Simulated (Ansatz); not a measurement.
# InPd (Pm-3m): thermal expansion under pressure

How does compression alter the response of InPd to heat? The starting cell is a computed one from a database.

Program: Ansatz 0.2.0. Level of theory: DFT PBE, scalar-relativistic, plane waves, PAW. Results are calculated unless marked as measured.

**1. Starting point**

It takes space group Pm-3m (No. 221, cubic). The conventional cell has a = 3.272 Å, b = 3.272 Å, c = 3.272 Å, α = 90.00°, β = 90.00°, γ = 90.00°. Nearest to In lie 8 Pd at 2.83 Å. Pd has 8 In at 2.83 Å nearest. Farther neighbours are not listed.

**2. A first coarse run**

A cheap single point shows whether the cell is a metal or an insulator and how far it is from rest; that sets the k-mesh and the occupations of what follows.

Contents of input.yaml:

```yaml
crystal:
  lattice:
    - [3.27188478, 0.0, 0.0]
    - [0.0, 3.27188478, 0.0]
    - [0.0, 0.0, 3.27188478]
  atoms:
    - { symbol: In, position: [0.0, 0.0, 0.0] }
    - { symbol: Pd, position: [0.5, 0.5, 0.5] }
kpoints:
  mp_grid: { grid: [6, 6, 6] }
hamiltonian:
  xc: pbe
scf:
  occupations: { method: gaussian, width: 0.1 }
  lower_state_search: "off"
output:
  forces: true
  stress: true
  eigenvalues: true
```

Command:

```
$ ansatz run input.yaml --threads 8 --pin off --max-ram 16384MiB --backend cpu --events-out ev --progress --plain --runs-dir out
```

Numbers of over 12 decimals in the logs are rounded to 6 here.

Log:

```text
Engine: ansatz 0.2.0, aarch64-unknown-linux-gnu
Pseudopotentials: kind: paw
Pseudopotential: In, paw, valence charge 13, recommended cutoff 420 eV (normal), In.paw.azcp
Pseudopotential: Pd, paw, valence charge 18, recommended cutoff 420 eV (normal), Pd.paw.azcp
Functional definition: PBE
  parameter kappa = 0.804
  parameter beta = 0.066725
  exchange = pbe_x(kappa = kappa, mu = beta*pi^2/3)
  correlation = pbe_c(beta = beta)
Crystal: 2 atoms, lattice volume = 35.026 Å³
Basis set: ecut = 420 eV, 691 PW (Γ), exchange–correlation on 48×48×48 points (8 copies of the dense FFT grid, shifted against one another)
Bands: 20, of which v1, the nominal top of the filled ones, is band 16 counted from 1 (15 counted from 0)
Symmetry: 48 space group operations
Space group: Pm-3m (ITA 221), of the structure as read, at distance tolerance 3.3e-5 Å
k-points: 20 of 216
Non-local potential: In, projectors of the file, l = 0: 2, l = 1: 2, l = 2: 2, l = 3: 2
Non-local potential: Pd, projectors of the file, l = 0: 2, l = 1: 2, l = 2: 2, l = 3: 1
PAW form: soft (Blöchl's): semilocal exchange-correlation on the pseudo side does not see the compensation charge
PAW one-centre angular grid: In, 590 points (default); XC on 64 Gauss nodes
PAW one-centre angular grid: Pd, 590 points (default); XC on 64 Gauss nodes
Initial density: superposition of atomic densities (neutral atoms: chi_scale 0, normalization atom), corrected by the library's trained network
Initial wavefunctions: pseudopotential atomic-orbital guess
Functional: x = pbe(κ = 0.804, μ = 0.219515), c = pbe(β = 0.066725)
SCF iter   1: F=—  HF=-12571.630823 eV  |F-HF|=—  |Δ(HF+E_count)|=         —  Δρ=1.24e-3  dr2=5.00e-4  ethr=1.77e-3  ⟨swp⟩=5.7  Hψ=1769  notcnv=0
preconditioner: auto → none  [insulator: Δε(μ)=0.201 eV  Ē_g=14.533 eV  σ=0.100 eV  W_gap=0.84  n_scr=6 (ndim 8)  ℏωp=30.1 eV  f_vac=0.000  D(μ)=0.47/eV (n_scr^D=0)  ε∞_Penn≈5.3]
SCF iter   2: F=—  HF=-12571.631299 eV  |F-HF|=—  |Δ(HF+E_count)|=   4.76e-4  Δρ=5.29e-4  dr2=3.63e-5  ethr=1.61e-6  ⟨swp⟩=2.6  Hψ=846  notcnv=0
SCF iter   3: F=—  HF=-12571.631366 eV  |F-HF|=—  |Δ(HF+E_count)|=   6.72e-5  Δρ=2.00e-4  dr2=4.79e-6  ethr=1.17e-7  ⟨swp⟩=2.5  Hψ=575  notcnv=0
SCF iter   4: F=—  HF=-12571.631375 eV  |F-HF|=—  |Δ(HF+E_count)|=   9.06e-6  Δρ=2.33e-5  dr2=1.43e-7  ethr=1.55e-8  ⟨swp⟩=2.1  Hψ=546  notcnv=0
iter 5 did not close the SCF: its close was put off for the readings that it lacked (scf_convergence_deferred on its scf_iter line)
SCF iter   5: F=-12571.631375 eV  HF=-12571.631375 eV  |F-HF|=3.49e-10  |Δ(HF+E_count)|=   9.90e-9  Δρ=5.89e-6  dr2=7.53e-9  ethr=4.62e-10  ⟨swp⟩=2.0  Hψ=619  notcnv=0
SCF iter   6: F=-12571.631376 eV  HF=-12571.631376 eV  |F-HF|=5.09e-11  |Δ(HF+E_count)|=   3.09e-9  Δρ=5.09e-7  dr2=4.47e-11  ethr=2.43e-11  ⟨swp⟩=3.1  Hψ=1383  notcnv=0
SCF 1 converged in 6 iterations: F = -12571.631376 eV  dr2 = 4.47e-11
  greatest PAW one-centre occupation: 0.999 electrons in one spin orbital (limit 2), on the Pd atom at site 1 (counted from 0), in its partial waves of l = 0
SCF converged after 6 iterations
Free energy (F): -12571.631376 eV
Harris-Foulkes:  -12571.631376 eV  (|F-HF|=5.09e-11)
Internal energy: -12571.628974 eV  (E = F + TS)
E sigma→0 (E₀):  -12571.630175 eV
Entropy (-TS):   -0.002401 eV (-1.201 meV/atom)
Fermi energy:    16.782939 eV
--- Per-component energies (eV) ---
  E_band       = -144.617068
  E_kinetic    = 760.363237
  E_local      = -2900.371678  (includes V_loc(G=0)·N_el)
  E_nonlocal   = 585.089343
  E_hartree    = 1179.372524
  E_xc         = -384.953648
  E_vxc        = -312.411384  (∫ρ·V_xc dr)
  E_paw        = -7907.213987  (= ΣΔE_a)
  E_vpaw       = -636.031621  (= ΣTr[D̂ρ^β])
  E_aug_tail   = 0.000244  (compensation charges beyond the density's cutoff)
  E_ewald      = -3903.915009
  E_smearing   = -0.002401  (= −TS)
  E_closure    = 0.000000  (closes the sum)
  Σ components = -12571.631376   (vs F -12571.631376, Δ=0.00e0)
--- Forces (eV/Å), atoms counted from 1 ---
  atom   1  In     0.00000000     0.00000000    -0.00000000
  atom   2  Pd     0.00000000    -0.00000000    -0.00000000
  max |Σ_I F_I| component: 7.19e-29 eV/Å
--- Stress (GPa, compression-positive) ---
        3.940783       0.000000       0.000000
        0.000000       3.940783       0.000000
        0.000000       0.000000       3.940783
  P = ⅓ Tr σ = 3.9408 GPa (39.408 kbar)
--- Band table (eV; the first three rows and the last of 20) ---
  k-point 0: bands = [... 12 lower, 14.4418, 14.4418, 14.4418, 20.9823, 20.9823, 20.9823, 26.1650, 27.3267]
  k-point 1: bands = [... 12 lower, 14.1504, 14.1504, 14.4234, 18.6930, 21.8260, 21.8260, 26.6536, 27.1725]
  k-point 2: bands = [... 12 lower, 13.6691, 13.6691, 14.3864, 16.1815, 23.9429, 23.9429, 26.8267, 26.9242]
  k-point 19: bands = [... 12 lower, 15.0514, 15.0514, 16.6985, 20.5432, 20.5432, 20.5432, 21.1440, 21.1440]
```

Elapsed: 1.2 s, on 8 threads of Arm Neoverse V1, shared host; peak memory 0.39 GiB; 2.2 s of CPU time.

In the SCF lines HF is the Harris–Foulkes energy and dr2 the Hartree energy of the density residual, in eV; the loop may stop once dr2 is under the threshold and the program's other checks hold. Hψ counts applications of the Hamiltonian.

Numbers from this step:

* pressure: 3.941 GPa
* volume per atom: 17.51 Å³/atom
* gap on the k-mesh: 0 eV

The start is under 3.9 GPa at this level and looks like a metal on this mesh.

**3. Finding the static equilibrium**

Phonons are second derivatives about a minimum, so cell and atoms are relaxed first, inside the symmetry of the start.

input.yaml, the sections that differ from step 2:

```yaml
kpoints:
  mp_grid: { grid: [14, 14, 14] }
output:
  forces: true
  stress: true
  eigenvalues: true
  write_density: true
  write_potential: true
  elf: true
  volumetric_format: npy
relax:
  adjacent_minimum: "off"
  f_tol: 0.005
  max_steps: 80
  cell: { stress_tol: 0.05 }
# crystal, hamiltonian, scf: as in step 2
```

Log:

```text
[...]
Crystal: 2 atoms, lattice volume = 35.026 Å³
Basis set: ecut = 420 eV, 691 PW (Γ), exchange–correlation on 48×48×48 points (8 copies of the dense FFT grid, shifted against one another)
Bands: 20, of which v1, the nominal top of the filled ones, is band 16 counted from 1 (15 counted from 0)
Symmetry: 48 space group operations
[...]
k-points: 120 of 2744
[...]
SCF iter   1: F=—  HF=-12571.660264 eV  |F-HF|=—  |Δ(HF+E_count)|=         —  Δρ=1.83e-3  dr2=1.03e-3  ethr=1.77e-3  ⟨swp⟩=5.7  Hψ=10663  notcnv=0
[...]
SCF iter   6: F=-12571.660730 eV  HF=-12571.660730 eV  |F-HF|=1.65e-9  |Δ(HF+E_count)|=   6.09e-9  Δρ=2.88e-6  dr2=1.99e-9  ethr=5.19e-11  ⟨swp⟩=6.1  Hψ=13613  notcnv=0
SCF 1 converged in 6 iterations: F = -12571.660730 eV  dr2 = 1.99e-9
[...]
relax step   1: F+E_penalty+E_count = -12571.66073020 eV  Δ(F+E_penalty+E_count) = +0.000e0 eV  max|allowed force component| = 2.422e-29 eV/Å  Δτ_max = 0.0000 Å  P = +3.644 GPa  Ω = 35.026 Å³  (6 SCF iters, dr2 threshold 1.00e-7 eV, accepted)
Crystal: 2 atoms, lattice volume = 37.532 Å³
Basis set: ecut = 420 eV, 739 PW (Γ), exchange–correlation on 48×48×48 points (8 copies of the dense FFT grid, shifted against one another)
[...]
iter 1 solved again at ethr=1.66e-4 eV; its pass at ethr=3.10e-3 eV (dr2=5.14e-2 eV) is discarded
[...]
SCF iter   6: F=-12571.653810 eV  HF=-12571.653810 eV  |F-HF|=1.67e-9  |Δ(HF+E_count)|=   3.60e-8  Δρ=2.82e-6  dr2=3.13e-9  ethr=4.30e-10  ⟨swp⟩=6.1  Hψ=14548  notcnv=0
SCF 2 converged in 6 iterations: F = -12571.653810 eV  dr2 = 3.13e-9
relax step   2: F+E_penalty+E_count = -12571.65380958 eV  Δ(F+E_penalty+E_count) = +6.921e-3 eV  max|allowed force component| = 2.067e-29 eV/Å  Δτ_max = 0.0000 Å  P = -3.787 GPa  Ω = 37.532 Å³  energy of the carried Pulay correction = -1.194e-3 eV  (6 SCF iters, dr2 threshold 2.00e-7 eV, rejected (line search))
Crystal: 2 atoms, lattice volume = 36.212 Å³
[...]
SCF iter   7: F=-12571.671908 eV  HF=-12571.671908 eV  |F-HF|=3.64e-12  |Δ(HF+E_count)|=  2.18e-11  Δρ=1.91e-7  dr2=1.02e-11  ethr=1.00e-12  ⟨swp⟩=4.3  Hψ=11940  notcnv=0
SCF 3 converged in 7 iterations: F = -12571.671908 eV  dr2 = 1.02e-11
relax step   3: F+E_penalty+E_count = -12571.67190784 eV  Δ(F+E_penalty+E_count) = -1.118e-2 eV  max|allowed force component| = 1.242e-29 eV/Å  Δτ_max = 0.0000 Å  P = -0.314 GPa  Ω = 36.212 Å³  energy of the carried Pulay correction = -5.753e-4 eV  (7 SCF iters, accepted)
[...]
relax step   4: F+E_penalty+E_count = -12571.67205943 eV  Δ(F+E_penalty+E_count) = -1.516e-4 eV  max|allowed force component| = 5.423e-30 eV/Å  Δτ_max = 0.0000 Å  P = -0.007 GPa  Ω = 36.109 Å³  energy of the carried Pulay correction = -5.263e-4 eV  (6 SCF iters, dr2 threshold 2.00e-7 eV, accepted)
[...]
SCF iter   6: F=-12571.672546 eV  HF=-12571.672546 eV  |F-HF|=3.64e-12  |Δ(HF+E_count)|=    0.00e0  Δρ=4.27e-8  dr2=2.99e-13  ethr=1.00e-12  ⟨swp⟩=4.0  Hψ=9704  notcnv=0
SCF 5 converged in 6 iterations: F = -12571.672546 eV  dr2 = 2.99e-13
relax step   5: F+E_penalty+E_count = -12571.67254589 eV  Δ(F+E_penalty+E_count) = -4.865e-4 eV  max|allowed force component| = 4.766e-30 eV/Å  Δτ_max = 0.0000 Å  P = -0.021 GPa  Ω = 36.109 Å³  stress off target by 2.09e-2 GPa  SCF on the basis re-selected at this cell (its energy is not comparable with the rows above)  (6 SCF iters)
basis re-selected at this cell: Δ(F+E_penalty+E_count) = -4.865e-4 eV, ΔP = -0.014 GPa vs the last step (what re-selecting the basis moved, of the pressure what is left beyond the Pulay correction that the steps carried, after the strain that the cell walked since its last selection, with what the two solves' SCF thresholds leave and, on support functions, any second-order correction that the steps lacked; it is no m [...]
SCF converged after 6 iterations
Free energy (F): -12571.672546 eV
[...]
Internal energy: -12571.668479 eV  (E = F + TS)
E sigma→0 (E₀):  -12571.670512 eV
Entropy (-TS):   -0.004067 eV (-2.034 meV/atom)
Fermi energy:    16.135045 eV
[...]
--- Stress (GPa, compression-positive) ---
       -0.020858      -0.000000      -0.000000
       -0.000000      -0.020858      -0.000000
       -0.000000      -0.000000      -0.020858
  P = ⅓ Tr σ = -0.0209 GPa (-0.209 kbar)
--- Band table (eV; the first three rows and the last of 120) ---
  k-point 0: bands = [... 12 lower, 13.8924, 13.8924, 13.8924, 20.2774, 20.2774, 20.2774, 25.1257, 26.4737]
  k-point 1: bands = [... 12 lower, 13.8344, 13.8344, 13.8893, 19.6858, 20.4342, 20.4342, 25.4137, 26.4487]
  k-point 2: bands = [... 12 lower, 13.6810, 13.6810, 13.8805, 18.4492, 20.8832, 20.8832, 25.6482, 26.3759]
  k-point 119: bands = [... 12 lower, 14.4806, 14.4806, 15.9052, 19.8596, 19.8596, 19.8596, 20.3802, 20.3802]
--- Relaxed structure (4 steps of the walk, 3 accepted, 1 SCFs on fresh bases) ---
  F+E_penalty+E_count = -12571.67254589 eV   max|allowed force component| = 4.766e-30 eV/Å   (the final SCF, on the basis selected at the relaxed cell)
  cell:  # Å, volume = 36.1092 Å³
    - [3.305264, 0, 0]
    - [0, 3.305264, 0.0]
    - [0, 0.0, 3.305264]
  atoms:
    - { symbol: In, position: [0, 0, 0] }
    - { symbol: Pd, position: [0.5, 0.5, 0.5] }
```

Wall time 3.8 s (8 threads); peak memory 0.51 GiB.

The steps of the relaxation:

```
step  energy less that of the first step (eV)  largest force component (eV/Å)  pressure (GPa)  volume (Å³)
   1                                   0.0000                          0.0000            3.64        35.03
   2                                   0.0069                          0.0000           -3.79        37.53
   3                                  -0.0112                          0.0000           -0.31        36.21
   4                                  -0.0113                          0.0000           -0.01        36.11
  5*                                  -0.0118                          0.0000           -0.02        36.11
```

Relaxation steps marked * repeat the geometry before them on a plane-wave basis chosen anew for their cell, so energy and pressure can jump there. Relaxation step 2 was tried and not accepted.

Forces are held to the 48 operations that the run works with; a distortion that breaks them can't arise in this run.

```csv
"conventional cell, symmetrised",before,after,change
a (Å),3.272,3.305,+1.0 %
b (Å),3.272,3.305,+1.0 %
c (Å),3.272,3.305,+1.0 %
volume (Å³/atom),17.51,18.05,+3.1 %
```

Final coordinates:

```cif
data_structure
_symmetry_space_group_name_H-M 'P 1'
_symmetry_Int_Tables_number 1
_cell_length_a 3.3053
_cell_length_b 3.3053
_cell_length_c 3.3053
_cell_angle_alpha 90.000
_cell_angle_beta 90.000
_cell_angle_gamma 90.000
_cell_volume 36.11
loop_
_atom_site_label
_atom_site_type_symbol
_atom_site_fract_x
_atom_site_fract_y
_atom_site_fract_z
_atom_site_occupancy
In1 In 0.00000 0.00000 0.00000 1
Pd2 Pd 0.50000 0.50000 0.50000 1
```

Numbers from this step:

| Quantity | Value |
| --- | --- |
| pressure | -0.02086 GPa |
| volume per atom | 18.05 Å³/atom |

Electrostatic potential energy in the ac plane at fractional y = 0.500, with atoms of Pd within 0.2 Å of it. With pseudopotentials it is smooth inside the atoms' cores, unlike the true potential.

Ten even steps from '_' (-53 eV) to '@' (18 eV):
```
@@@@@@@@@@@@@@@@@@@@@@@@@@@@@@@@@@
@@@@@@@@@@@@@@@@@@@@@@@@@@@@@@@@@@
@@@@@@@@@@@@@@@@@@@@@@@@@@@@@@@@@@
@@@@@@@@@@@@%%########%%@@@@@@@@@@
@@@@@@@@@@%%**++====++**%%@@@@@@@@
@@@@@@@@%%**==--::::--==**%%@@@@@@
@@@@@@@@##++--..____..--++##@@@@@@
@@@@@@@@##==::________::==##@@@@@@
@@@@@@@@##==::________::==##@@@@@@
@@@@@@@@##++--..____..--++##@@@@@@
@@@@@@@@%%**==--::::--==**%%@@@@@@
@@@@@@@@@@%%**++====++**%%@@@@@@@@
@@@@@@@@@@@@%%########%%@@@@@@@@@@
@@@@@@@@@@@@@@@@@@@@@@@@@@@@@@@@@@
@@@@@@@@@@@@@@@@@@@@@@@@@@@@@@@@@@
@@@@@@@@@@@@@@@@@@@@@@@@@@@@@@@@@@
@@@@@@@@@@@@@@@@@@@@@@@@@@@@@@@@@@
```
Columns run along a (3.3 Å; values clipped at the 3rd and 97th percentile), rows up along c (3.3 Å). Atoms in or near the plane, at fractional coordinates: Pd at (0.50, 0.50).

ELF in the ac plane at fractional y = 0.500, with atoms of Pd within 0.2 Å of it. It is the smooth field of the valence electrons, not physical close to the nuclei.

Ten even steps from '_' (0.18) to '@' (0.54):
```
::::::::....____________....::::::
::::::....________________....::::
::::......____........____......::
::......__..::==****==::..__......
....____..--**%%@@@@%%**--..____..
________::**@@@@@@@@@@@@**::______
______..==%%@@%%****%%@@%%==..____
______..**@@@@**::::**@@@@**..____
______..**@@@@**::::**@@@@**..____
______..==%%@@%%****%%@@%%==..____
________::**@@@@@@@@@@@@**::______
....____..--**%%@@@@%%**--..____..
::......__..::==****==::..__......
::::......____........____......::
::::::....________________....::::
::::::::....____________....::::::
..::::::::..____________..::::::::
```
Columns run along a (3.3 Å), rows up along c (3.3 Å). Atoms in or near the plane, at fractional coordinates: Pd at (0.50, 0.50).

Valence density in the ac plane at fractional y = 0.500, with atoms of Pd within 0.2 Å of it. It is the smooth field of the valence electrons, not physical close to the nuclei.

Ten even steps from '_' (0 e/Å³) to '@' (13 e/Å³):
```
__________________________________
__________________________________
__________________________________
__________________________________
____________....::::....__________
__________..::==****==::..________
__________..==##%%%%##==..________
__________::**%%@@@@%%**::________
__________::**%%@@@@%%**::________
__________..==##%%%%##==..________
__________..::==****==::..________
____________....::::....__________
__________________________________
__________________________________
__________________________________
__________________________________
__________________________________
```
Columns run along a (3.3 Å), rows up along c (3.3 Å). Atoms in or near the plane, at fractional coordinates: Pd at (0.50, 0.50).

The relaxation ends with a pressure of -0.02 GPa.

**4. Tight relaxation**

The relaxation is repeated with tighter thresholds on force and stress, since phonons are sensitive to what is left; a change of mesh or smearing in the input moves the cell too.

Contents of input.yaml:

```yaml
crystal:
  lattice:
    - [3.3052635952, 0.0, 0.0]
    - [0.0, 3.3052635952, 0.0]
    - [0.0, 0.0, 3.3052635952]
  atoms:
    - { symbol: In, position: [0.0, 0.0, 0.0] }
    - { symbol: Pd, position: [0.5, 0.5, 0.5] }
kpoints:
  mp_grid: { grid: [16, 16, 16] }
hamiltonian:
  xc: pbe
scf:
  occupations: { method: methfessel_paxton, width: 0.2 }
  lower_state_search: "off"
output:
  forces: true
  stress: true
  eigenvalues: true
relax:
  adjacent_minimum: "off"
  f_tol: 0.001
  max_steps: 60
  cell: { stress_tol: 0.01 }
```

Log:

```text
[...]
Crystal: 2 atoms, lattice volume = 36.109 Å³
Basis set: ecut = 420 eV, 739 PW (Γ), exchange–correlation on 48×48×48 points (8 copies of the dense FFT grid, shifted against one another)
Bands: 20, of which v1, the nominal top of the filled ones, is band 16 counted from 1 (15 counted from 0)
Symmetry: 48 space group operations
[...]
k-points: 165 of 4096
[...]
k-point 164: bands = [... 12 lower, 14.4859, 14.4859, 15.9095, 19.8641, 19.8641, 19.8641, 20.3855, 20.3855]
--- Relaxed structure (3 steps of the walk, 2 accepted, 1 SCFs on fresh bases) ---
[...]
cell:  # Å, volume = 36.1023 Å³
    - [3.305052, 0, 0.0]
    - [0, 3.305052, 0.0]
    - [0.0, 0.0, 3.305052]
  atoms:
    - { symbol: In, position: [0, 0, 0] }
    - { symbol: Pd, position: [0.500000, 0.500000, 0.500000] }
[key lines of the parts left out:]
SCF converged after 4 iterations
Free energy (F): -12571.671607 eV
Fermi energy:    16.124505 eV
P = ⅓ Tr σ = 0.0002 GPa (0.002 kbar)
```

Run time: 3.5 s. Hardware: 8 threads; peak memory 0.54 GiB.

Little changed from the start: no atom moved by 0.005 Å and no cell edge by 0.1 %.

Numbers from this step:

| Property | Result |
| --- | --- |
| pressure | 1.69e-4 GPa |

The residual pressure is 1.7e-4 GPa, small enough for phonons.

(Part 1 of 3 ends here.)

[Logs are printed without paths, hosts, clocks, repeated set-up lines and the standing remarks that a program may print on its own settings, such as how far it seeks lower states.]

[Hosts, paths, dates, database ids (printed as entryN), source tags and the programs' standing remarks are cut or masked in the printed files.]

[A step with changed settings may run another functional than the one named; its input shows which.]
